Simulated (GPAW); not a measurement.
# Core-hole calculation of the K K edge in KCdF3 (Pm-3m)

Aim: the near-edge shape at the K K edge of KCdF3 (Pm-3m), and what the core hole does to it.

Calculated with GPAW 26.7.0; X-ray absorption from dipole matrix elements to empty bands, plane-wave PAW LDA.

### 1. The structure

The structure is cubic, space group Pm-3m (No. 221). Conventional cell: a = 4.382 Å, b = 4.382 Å, c = 4.382 Å, α = 90.00°, β = 90.00°, γ = 90.00°. Cd has 6 F at 2.19 Å nearest. Nearest to K lie 12 F at 3.10 Å. Nearest to F lie 2 Cd at 2.19 Å and 4 K at 3.10 Å. Farther neighbours and most contacts between anions are not listed.

Coordinates:

```cif
data_structure
_symmetry_space_group_name_H-M 'Pm-3m'
_symmetry_Int_Tables_number 221
_cell_length_a 4.3821
_cell_length_b 4.3821
_cell_length_c 4.3821
_cell_angle_alpha 90.000
_cell_angle_beta 90.000
_cell_angle_gamma 90.000
_cell_volume 84.15
loop_
_atom_site_label
_atom_site_type_symbol
_atom_site_symmetry_multiplicity
_atom_site_Wyckoff_symbol
_atom_site_fract_x
_atom_site_fract_y
_atom_site_fract_z
_atom_site_occupancy
Cd1 Cd 1 b 0.50000 0.50000 0.50000 1
K1 K 1 a 0.00000 0.00000 0.00000 1
F1 F 3 c 0.50000 0.50000 0.00000 1
```

### 2. The field without a hole

A plain self-consistent run shows whether there is a gap, which decides the set-up of the core-hole run.

scf.py

```python
import numpy as np
from ase import Atoms
from ase.parallel import parprint, paropen
from gpaw import GPAW, PW, FermiDirac, Mixer, MixerDif, setup_paths
from gpaw.test import gen
setup_paths.insert(0, '.')
gen('K', name='nch1s', xcname='LDA', corehole=(1, 0, 0), write_xml=True)
from gpaw.mpi import world
world.barrier()

atoms = Atoms('CdKF3',
    cell=[[4.38208902, 0, 0],
     [0, 4.38208902, 0],
     [0, 0, 4.38208902]],
    scaled_positions=[[0.5, 0.5, 0.5],
     [0, 0, 0],
     [0.5, 0.5, 0],
     [0.5, 0, 0.5],
     [0, 0.5, 0.5]],
    pbc=True)
atoms.calc = calc = GPAW(legacy_gpaw=True, mode=PW(500, force_complex_dtype=True), xc='LDA', setups={1: 'nch1s'},
    kpts={'size': (6, 6, 6), 'gamma': True}, occupations=FermiDirac(0.05),
    charge=0, mixer=Mixer(0.1, 5, 50), maxiter=150,
    convergence={'density': 0.0001, 'eigenstates': 1e-6}, txt='scf.txt')
energy = atoms.get_potential_energy() + calc.get_reference_energy()
ef = calc.get_fermi_level()
out = dict(energy=energy, fermi=ef, forces=atoms.get_forces().tolist())
parprint(f'all-electron energy {energy:.4f} eV, Fermi level {ef:.4f} eV')
ev = np.array([[calc.get_eigenvalues(k, s) for k in range(len(calc.get_ibz_k_points()))] for s in range(calc.get_number_of_spins())])
out['homo'], out['lumo'], out['counts'] = ev[ev < ef].max(), ev[ev > ef].min(), sorted(set((ev < ef).sum((0, 2)).tolist()))
out['filled'] = (ev[:, 0] < ef).sum(1).tolist()
import json
with paropen('out.json', 'w') as f:
    json.dump(out, f)
```

Command:

```sh
OMP_NUM_THREADS=1 mpirun -n 4 gpaw python scf.py
```

Numbers of over 12 decimals in the logs are rounded to 6 here.

Log:

```text
Input parameters:
  convergence: {density: 0.0001,
                eigenstates: 1e-06}
  kpts: {gamma: True,
         size: (6, 6, 6)}
  maxiter: 150
  mixer: {backend: pulay,
          beta: 0.1,
          method: separate,
          nmaxold: 5,
          weight: 50}
  mode: {ecut: 500.0,
         force_complex_dtype: True,
         name: pw}
  occupations: {fixmagmom: False,
                name: fermi-dirac,
                width: 0.05}
  setups: {1: nch1s}

Initialize ...

[... PAW data sets ...]

Reference energy: -176473.513014  # eV

Spin-paired calculation

[... convergence settings ...]
Symmetries present (total): 48
  [... symmetry matrices ...]

216 k-points: 6 x 6 x 6 Monkhorst-Pack grid + [1/12,1/12,1/12]
20 k-points in the irreducible part of the Brillouin zone
       k-points in crystal coordinates                weights
   0:     0.00000000    0.00000000    0.00000000          1/216
   1:     0.16666667    0.00000000    0.00000000          6/216
   2:     0.16666667    0.16666667    0.00000000         12/216
   3:     0.16666667    0.16666667    0.16666667          8/216
   4:     0.33333333    0.00000000    0.00000000          6/216
   5:     0.33333333    0.16666667    0.00000000         24/216
   6:     0.33333333    0.16666667    0.16666667         24/216
   7:     0.33333333    0.33333333    0.00000000         12/216
   8:     0.33333333    0.33333333    0.16666667         24/216
   9:     0.33333333    0.33333333    0.33333333          8/216
          ...
  19:     0.50000000    0.50000000    0.50000000          1/216

Wave functions: Plane wave expansion
  Cutoff energy: 500.000 eV
  Number of coefficients (min, max): 2103, 2176
  Pulay-stress correction: 0.000000 eV/Ang^3 (de/decut=0.000000)
  Using FFTW library
  Wavefunction extrapolation:
    Improved wavefunction reuse through dual PAW basis

Occupation numbers: Fermi-Dirac:
  width: 0.0500  # eV

Eigensolver
   Davidson(niter=2)

Densities:
  Coarse grid: 24*24*24 grid
  Fine grid: 48*48*48 grid
  Total Charge: 0.000000

Density mixing:
  Method: separate
  Backend: pulay
  Linear mixing parameter: 0.1
  old densities: 5
  Width of damping distribution: 1.1
  Damping of long wavelength oscillations: 50

[... Hamiltonian set-up ...]
Number of atoms: 5
Number of atomic orbitals: 26
Number of bands in calculation: 26
Number of valence electrons: 42
Bands to converge: occupied

... initialized

Initializing position-dependent things.

Density initialized from atomic densities
Creating initial wave functions:
  26 bands from LCAO basis set

Positions:
   0 Cd     2.191045    2.191045    2.191045    ( 0.0000,  0.0000,  0.0000)
   1 K      0.000000    0.000000    0.000000    ( 0.0000,  0.0000,  0.0000)
   2 F      2.191045    2.191045    0.000000    ( 0.0000,  0.0000,  0.0000)
   3 F      2.191045    0.000000    2.191045    ( 0.0000,  0.0000,  0.0000)
   4 F      0.000000    2.191045    2.191045    ( 0.0000,  0.0000,  0.0000)

Unit cell:
           periodic     x           y           z      points  spacing
  1. axis:    yes    4.382089    0.000000    0.000000    24     0.1826
  2. axis:    yes    0.000000    4.382089    0.000000    24     0.1826
  3. axis:    yes    0.000000    0.000000    4.382089    24     0.1826

  Lengths:   4.382089   4.382089   4.382089
  Angles:   90.000000  90.000000  90.000000

Effective grid spacing dv^(1/3) = 0.1826

iter:   1   -23.439930
iter:   2   -22.606698   -1.35  -1.20
iter:   3   -21.744160   -0.78  -1.29
iter:   4   -21.697366   -1.87  -1.50
iter:   5   -21.652375   -2.06  -1.91
iter:   6   -21.653408   -2.89  -2.66
iter:   7   -21.649266c  -3.40  -2.58
iter:   8   -21.649985c  -3.55  -3.19
iter:   9   -21.649230c  -3.79  -3.08
iter:  10   -21.649188c  -5.85  -3.67
iter:  11   -21.649190c  -5.68  -4.24c
iter:  12   -21.649186c  -6.22c -4.16c

Converged after 12 iterations.

Dipole moment: (-0.000000, -0.000000, -0.000000) |e|*Ang

Energy contributions relative to reference atoms: (reference = -176473.513014)

Kinetic:        +34.305847
Potential:      -31.006708
External:        +0.000000
XC:             -24.866903
Entropy (-ST):   -0.000000
Local:           -0.081423
SIC:             +0.000000
--------------------------
Free energy:    -21.649186
Extrapolated:   -21.649186

Showing only first 2 kpts
 Kpt  Band  Eigenvalues  Occupancy
  0    19     -1.09428    2.00000
  0    20     -1.09428    2.00000
  0    21      3.50812    0.00000
  0    22      9.03184    0.00000

  1    19     -1.06396    2.00000
  1    20     -1.06396    2.00000
  1    21      3.97947    0.00000
  1    22      8.68413    0.00000

Fermi level: 2.00560

Gap: 2.736 eV
Transition (v -> c):
  (s=0, k=18, n=20, [0.50, 0.50, 0.33]) -> (s=0, k=0, n=21, [0.00, 0.00, 0.00])
Direct/indirect transitions are different
Direct gap: 4.602 eV
Transition at: (s=0, k=0, n=20, [0.00, 0.00, 0.00])

Forces in eV/Ang:
  0 Cd    0.00000    0.00000    0.00000
  1 K    -0.00000    0.00000    0.00000
  2 F     0.00000   -0.00000   -0.00000
  3 F    -0.00000   -0.00000    0.00000
  4 F    -0.00000    0.00000   -0.00000
Scalar-relativistic atomic LDA calculation for K (Potassium, Z=19)
Core hole in 1s state (1s occupation: 2.0)
600 radial gridpoints.
|------------------------------------------------|
|------------------------------------------------|
[... the atom generator's iteration count ...]

Energy contributions:
-------------------------
Kinetic:     +603.629459
XC:           -31.781403
Potential:  -1172.356607
-------------------------
Total:       -600.508551

state      eigenvalue         ekin         rmax
-----------------------------------------------
1s^2.0 :  -129.023652   173.465960        0.053
2s^2.0 :   -12.943555    28.374506        0.319
2p^6.0 :   -10.290743    27.445434        0.263
3s^2.0 :    -1.292727     5.171372        1.076
3p^6.0 :    -0.692304     4.089400        1.153
4s^1.0 :    -0.089213     0.396780        4.027
-----------------------------------------------
(units: Bohr and Hartree)

Generating PAW setup
Kinetic energy of the core from tauc = 570.654399
Cutoffs:
rc(s)=2.120
rc(p)=2.090
rc(d)=1.770
rc(vbar)=2.070
rc(comp)=2.090
rc(nct)=2.120

Kinetic energy of the core states: 568.353535
Charge: 0.0
Core electrons: 10.0
Valence electrons: 9.0
Pseudo-core charge: 0.000523
Shape function alpha=2.289
Pseudo-electron charge 7.262086
state    eigenvalue         norm
--------------------------------
3s(2) :    -1.292727     0.968078
4s(1) :    -0.089213     0.996153
3p(6) :    -0.692304     0.721542
*p    :     0.307696
*d    :     0.000000
--------------------------------

Diagonalizing with gridspacing h=0.050

state   all-electron     PAW
-------------------------------
3s:      -1.292727    -1.293301
3p:      -0.692304    -0.693571
*d:                    0.006385
*f:                    0.053587
-------------------------------
all-electron energy -176495.1622 eV, Fermi level 2.0056 eV
```

Wall time 5.9 s (4 MPI ranks of Arm Neoverse V2, shared host); peak memory 0.19 GiB.

The mesh shows a gap of 2.74 eV, so the hole is first treated in a charged cell, without the excited electron.

### 3. Spectrum without a core hole, K atom 2

This cheap baseline ignores the attraction of the hole: it shows the absorber's empty states as they are in the ground state. The data set with a hole of occupation 0 only carries the core orbital.

The absorber has 12 F at 3.10 Å (cuboctahedral, site symmetry m-3m).

xas.py

```python
import numpy as np
from ase import Atoms
from ase.parallel import parprint, paropen
from gpaw import GPAW, PW, FermiDirac, Mixer, MixerDif, setup_paths
from gpaw.test import gen
setup_paths.insert(0, '.')
gen('K', name='nch1s', xcname='LDA', corehole=(1, 0, 0), write_xml=True)
from gpaw.mpi import world
world.barrier()

atoms = Atoms('CdKF3',
    cell=[[4.38208902, 0, 0],
     [0, 4.38208902, 0],
     [0, 0, 4.38208902]],
    scaled_positions=[[0.5, 0.5, 0.5],
     [0, 0, 0],
     [0.5, 0.5, 0],
     [0.5, 0, 0.5],
     [0, 0.5, 0.5]],
    pbc=True)
atoms.calc = calc = GPAW(legacy_gpaw=True, mode=PW(500, force_complex_dtype=True), xc='LDA', setups={1: 'nch1s'},
    kpts={'size': (6, 6, 6), 'gamma': True}, occupations=FermiDirac(0.02),
    charge=0, mixer=Mixer(0.1, 5, 50), maxiter=150,
    convergence={'density': 0.0001, 'eigenstates': 1e-6}, txt='scf.txt')
energy = atoms.get_potential_energy() + calc.get_reference_energy()
ef = calc.get_fermi_level()
out = dict(energy=energy, fermi=ef, forces=atoms.get_forces().tolist())
parprint(f'all-electron energy {energy:.4f} eV, Fermi level {ef:.4f} eV')
ev = np.array([[calc.get_eigenvalues(k, s) for k in range(len(calc.get_ibz_k_points()))] for s in range(calc.get_number_of_spins())])
out['homo'], out['lumo'], out['counts'] = ev[ev < ef].max(), ev[ev > ef].min(), sorted(set((ev < ef).sum((0, 2)).tolist()))
out['filled'] = (ev[:, 0] < ef).sum(1).tolist()

from ase.units import Ha
from gpaw.xas import dipole_matrix_elements
nb = int(calc.get_number_of_electrons() / 2) + 53
top, nb = nb, nb + 8 + nb // 12
nscf = calc.fixed_density(kpts={'size': (4, 4, 4), 'gamma': True}, nbands=nb,
    convergence={'bands': top, 'eigenstates': 1e-5}, maxiter=60, txt='nscf.txt')
cell = atoms.cell.array
ops = [cell.T @ U.T @ np.linalg.inv(cell.T) for U in nscf.wfs.kd.symmetry.op_scc]
filled = [21]  # bands filled in the ground state, by spin
E = np.arange(-25, 34, 0.1)
fwhm = np.interp(E, [4, 25], [0.9, 3.5])
Y, X, zero, highest = 0, 0, 1e9, 1e9
for spin in range(nscf.get_number_of_spins()):
    wfs = nscf.wfs
    A = dipole_matrix_elements(wfs.setups[1])
    eps = np.zeros((wfs.kd.nibzkpts, nb))
    d = np.zeros((3, A.shape[1], wfs.kd.nibzkpts, nb), complex)
    for kpt in wfs.kpt_u:
        if kpt.s == spin and 1 in kpt.P_ani:
            eps[kpt.k] = kpt.eps_n * Ha
            d[:, :, kpt.k] = (kpt.weight * wfs.nspins / 2) ** 0.5 * np.inner(A, kpt.P_ani[1])
    world.sum(eps)
    world.sum(d)
    T = np.einsum('amkn,bmkn->abkn', d, d.conj()).real
    T = sum(np.einsum('ai,ijkn,bj->abkn', R, T, R) for R in ops) / len(ops)
    empty = np.ones_like(eps, bool) & (np.arange(nb) >= filled[spin])
    zero, highest = min(zero, eps[empty].min()), min(highest, eps[:, top - 1].min())
    lines = [(eps, T, empty)] if spin == 0 else lines + [(eps, T, empty)]
for eps, T, empty in lines:
    f = np.einsum('aakn->akn', T).reshape(3, -1)
    x = eps.ravel() - zero
    w = np.interp(x, E, fwhm) / 2.35482
    g = np.exp(-0.5 * ((E[:, None] - x) / w) ** 2) / (w * (2 * np.pi) ** 0.5)
    Y = Y + (f * empty.ravel()) @ g.T
    X = X + (f * ~empty.ravel()) @ g.T
out.update(E=E.round(2).tolist(), xas=Y.tolist(), xes=X.tolist(), zero=zero, valid=highest - zero, nk=len(eps), nb=nb)
for i in range(0, len(E), 10):
    parprint(f'{E[i]:7.2f}', *(f'{v:10.3e}' for v in Y[:, i]))
import json
with paropen('out.json', 'w') as f:
    json.dump(out, f)
```

Command:

```sh
OMP_NUM_THREADS=1 mpirun -n 4 gpaw python xas.py
```

Log:

```text
Input parameters:
  convergence: {density: 0.0001,
                eigenstates: 1e-06}
  kpts: {gamma: True,
         size: (6, 6, 6)}
  maxiter: 150
  mixer: {backend: pulay,
          beta: 0.1,
          method: separate,
          nmaxold: 5,
          weight: 50}
  mode: {ecut: 500.0,
         force_complex_dtype: True,
         name: pw}
  occupations: {fixmagmom: False,
                name: fermi-dirac,
[...]
*p    :     0.307696
*d    :     0.000000
--------------------------------

Diagonalizing with gridspacing h=0.050

state   all-electron     PAW
-------------------------------
3s:      -1.292727    -1.293301
3p:      -0.692304    -0.693571
*d:                    0.006385
*f:                    0.053587
-------------------------------
all-electron energy -176495.1622 eV, Fermi level 1.7556 eV
[...]
32.00  1.512e-06  1.512e-06  1.512e-06
  33.00  1.418e-06  1.418e-06  1.418e-06
[key lines of the parts left out:]
Converged after 12 iterations.
Dipole moment: (-0.000000, -0.000000, -0.000000) |e|*Ang
Free energy:    -21.649186
Fermi level: 1.75560
```

Run time: 13 s. Hardware: 4 MPI ranks; peak memory 0.21 GiB; 53 s of CPU time.

The K K spectrum, K atom 2, no core hole (energy from the lowest empty level; intensity scaled to a mean of 1 over the first 20 eV):

```csv
E (eV),intensity
-2.0,0.00
-1.4,0.00
-0.8,0.00
-0.2,0.00
0.4,0.01
1.0,0.05
1.6,0.12
2.2,0.16
2.8,0.24
3.4,0.27
4.0,0.18
4.6,0.40
5.2,0.70
5.8,0.95
6.4,0.83
7.0,0.88
7.6,1.22
8.2,1.48
8.8,1.70
9.4,2.22
10.0,2.84
10.6,3.05
11.2,2.72
11.8,2.15
12.4,1.52
13.0,0.90
13.6,0.47
14.2,0.33
14.8,0.44
15.4,0.69
16.0,0.93
16.6,1.06
17.2,1.06
17.8,0.98
18.4,0.90
19.0,0.84
19.6,0.82
20.2,0.82
20.8,0.85
21.4,0.90
22.0,0.95
22.6,0.98
23.2,0.95
23.8,0.88
24.4,0.82
25.0,0.81
25.6,0.90
26.2,1.08
26.8,1.34
27.4,1.62
28.0,1.86
28.6,2.01
29.2,2.06
29.8,2.02
30.4,1.91
31.0,1.78
31.6,1.64
```

Main maxima below 30 eV (height): 3.2 eV (0.30), 5.8 eV (0.95), 10.5 eV (3.06), 16.9 eV (1.07), 22.6 eV (0.98) and 29.2 eV (2.06). A K edge sees empty p states on the absorber.

The same matrix elements for filled bands give the K K emission of K atom 2 (ground-state approximation; energy from the lowest empty level, largest value 1):

```csv
E (eV),emission
-24.00,0.00
-23.25,0.00
-22.50,0.00
-21.75,0.00
-21.00,0.00
-20.25,0.00
-19.50,0.00
-18.75,0.00
-18.00,0.00
-17.25,0.00
-16.50,0.00
-15.75,0.00
-15.00,0.00
-14.25,0.39
-13.50,0.86
-12.75,0.05
-12.00,0.00
-11.25,0.00
-10.50,0.00
-9.75,0.00
-9.00,0.00
-8.25,0.00
-7.50,0.00
-6.75,0.00
-6.00,0.00
-5.25,0.01
-4.50,0.01
-3.75,0.00
-3.00,0.00
-2.25,0.00
-1.50,0.00
-0.75,0.00
0.00,0.00
0.75,0.00
1.50,0.00
2.25,0.00
3.00,0.00
```

Emission maxima: -13.8 eV (1.00).

### 4. Reference energy of the supercell

The photon energy needs a difference of total energies, so the cell and mesh of the coming hole run are first run without a hole.

scf.py: that of step 2 with these lines changed.

```diff
@@ -10,14 +10,29 @@
 
-atoms = Atoms('CdKF3',
-    cell=[[4.38208902, 0, 0],
-     [0, 4.38208902, 0],
-     [0, 0, 4.38208902]],
-    scaled_positions=[[0.5, 0.5, 0.5],
+atoms = Atoms('Cd4K4F12',
+    cell=[[4.38208902, 4.38208902, 4.38208902],
+     [-4.38208902, 4.38208902, -4.38208902],
+     [-4.38208902, -4.38208902, 4.38208902]],
+    scaled_positions=[[0.5, 0, 0],
+     [0.5, 0.5, 0.5],
+     [0, 0, 0.5],
+     [0, 0.5, 0],
      [0, 0, 0],
+     [0, 0.5, 0.5],
+     [0.5, 0, 0.5],
      [0.5, 0.5, 0],
-     [0.5, 0, 0.5],
-     [0, 0.5, 0.5]],
+     [0.25, 0, 0.75],
+     [0.25, 0.5, 0.25],
+     [0.75, 0, 0.25],
+     [0.75, 0.5, 0.75],
+     [0.25, 0.75, 0],
+     [0.25, 0.25, 0.5],
+     [0.75, 0.75, 0.5],
+     [0.75, 0.25, 0],
+     [0.5, 0.25, 0.25],
+     [0.5, 0.75, 0.75],
+     [0, 0.25, 0.75],
+     [0, 0.75, 0.25]],
     pbc=True)
-atoms.calc = calc = GPAW(legacy_gpaw=True, mode=PW(500, force_complex_dtype=True), xc='LDA', setups={1: 'nch1s'},
-    kpts={'size': (6, 6, 6), 'gamma': True}, occupations=FermiDirac(0.05),
+atoms.calc = calc = GPAW(legacy_gpaw=True, mode=PW(500, force_complex_dtype=True), xc='LDA', setups={4: 'nch1s'},
+    kpts={'size': (3, 3, 3), 'gamma': True}, occupations=FermiDirac(0.02),
     charge=0, mixer=Mixer(0.1, 5, 50), maxiter=150,
```

Command:

```sh
OMP_NUM_THREADS=1 mpirun -n 4 gpaw python scf.py
```

Log:

```text
Input parameters:
  convergence: {density: 0.0001,
                eigenstates: 1e-06}
  kpts: {gamma: True,
         size: (3, 3, 3)}
  maxiter: 150
  mixer: {backend: pulay,
          beta: 0.1,
          method: separate,
          nmaxold: 5,
          weight: 50}
  mode: {ecut: 500.0,
         force_complex_dtype: True,
         name: pw}
  occupations: {fixmagmom: False,
                name: fermi-dirac,
[...]
3s(2) :    -1.292727     0.968078
4s(1) :    -0.089213     0.996153
3p(6) :    -0.692304     0.721542
*p    :     0.307696
*d    :     0.000000
--------------------------------

Diagonalizing with gridspacing h=0.050

state   all-electron     PAW
-------------------------------
3s:      -1.292727    -1.293301
3p:      -0.692304    -0.693571
*d:                    0.006385
*f:                    0.053587
-------------------------------
all-electron energy -705980.6730 eV, Fermi level 1.7557 eV
[key lines of the parts left out:]
Converged after 12 iterations.
Dipole moment: (-0.000000, -0.000000, -0.000000) |e|*Ang
Free energy:    -86.620904
Fermi level: 1.75567
```

The job ended after 25 s (4 MPI ranks; peak memory 0.39 GiB).

Reference energy: -705980.673 eV with the cores included.

(Continued in part 2 of 3.)

[Banner, clock and machine lines of the logs are left out without a mark of their own.]

[Logs are printed without paths, hosts, clocks, repeated set-up lines and the standing remarks that a program may print on its own settings, such as how far it seeks lower states.]

[Hosts, paths, dates, database ids (printed as entryN), source tags and the programs' standing remarks are cut or masked in the printed files.]

[Lists of maxima count a maximum above −3 eV only where it reaches 4 % of the highest in the window and stands out from its surroundings by 2 % of it (1.5 % where it reaches 55 %); shoulders and weaker maxima are passed over, and of the rest the first, up to two pre-edge ones and the few strongest are named.]
